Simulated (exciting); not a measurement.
Consider Ac2O3, space group P-3m1.

```
Ac O
1.0
     4.08000    0.00000    0.00000
    -2.04000    3.53338    0.00000
     0.00000    0.00000    6.30000
Ac O
2 3
Direct
  0.66667 0.33333 0.76500
  0.33333 0.66667 0.23500
  0.66667 0.33333 0.37000
  0.33333 0.66667 0.63000
  0.00000 0.00000 0.00000
```

Absorber: atom 1, with 4 O at 2.49 Å and 3 O at 2.78 Å (7-fold, site symmetry 3m). Method: exciting, all-electron LAPW+lo, LDA, spinor conduction states, exchange and screened direct term (singlet BSE), 1×1×1 shifted k points, 40 conduction spinor bands, |G+q| up to 4 bohr⁻¹ (3.6 in the exchange term), full RPA screening with nempty = 74, Lorentzian half width 1.75 eV.

The database entry behind the starting cell is an old determination (1949), so it need not match the best structure at ambient conditions.

Predict the Ac M₅ near-edge structure at this level.

Bound core exciton? Yes on this mesh: the first bright state (over 5 % of the brightest) lies at -2.36 eV from the Kohn–Sham onset and at -3.36 eV from the lowest bare transition of its own mesh. Maxima (height): -1.4 eV (1.00).

Energy from the Kohn–Sham onset, core level to the lowest empty state found on the meshes used; Im ε in relative units:

| E (eV) | Im ε |
| --- | --- |
| -11.5 | 0.03 |
| -11.0 | 0.04 |
| -10.5 | 0.04 |
| -10.0 | 0.05 |
| -9.5 | 0.05 |
| -9.0 | 0.06 |
| -8.5 | 0.07 |
| -8.0 | 0.08 |
| -7.5 | 0.09 |
| -7.0 | 0.10 |
| -6.5 | 0.12 |
| -6.0 | 0.15 |
| -5.5 | 0.18 |
| -5.0 | 0.22 |
| -4.5 | 0.28 |
| -4.0 | 0.36 |
| -3.5 | 0.48 |
| -3.0 | 0.62 |
| -2.5 | 0.79 |
| -2.0 | 0.93 |
| -1.5 | 1.00 |
| -1.0 | 0.97 |
| -0.5 | 0.87 |
| 0.0 | 0.73 |
| 0.5 | 0.60 |
| 1.0 | 0.48 |
| 1.5 | 0.39 |
| 2.0 | 0.33 |
| 2.5 | 0.28 |
| 3.0 | 0.23 |
| 3.5 | 0.20 |
| 4.0 | 0.17 |
| 4.5 | 0.15 |
| 5.0 | 0.12 |
| 5.5 | 0.10 |
| 6.0 | 0.09 |

With 1 k points the binding energies are rough, and the weak maxima beyond the white lines are largely noise of the mesh. The 3d–f Coulomb and exchange terms need higher kernel cutoffs, and a higher angular limit than lmaxemat = 3, so the multiplet shape isn't converged and the effect of exchange is likely too small. The zero comes from the unshifted 4×4×2 ground-state mesh; it is exact only where the band minimum lies on that mesh. This core level is treated alone, with no coupling to its spin–orbit partner. The Kohn–Sham onset, 3156 eV, is no photon energy (tabulated edge of the element: 3219 eV): the scale needs a rigid shift. Bands and screening come from semilocal DFT, whose small gap overscreens. Charge-transfer satellites and vibrations lie outside this two-particle theory. The structure is a published determination, not relaxed.

[Banner, clock and machine lines of the logs are left out without a mark of their own.]

[Logs are printed without paths, hosts, clocks, repeated set-up lines and the standing remarks that a program may print on its own settings, such as how far it seeks lower states.]

[Hosts, paths, dates, database ids (printed as entryN), source tags and the programs' standing remarks are cut or masked in the printed files.]
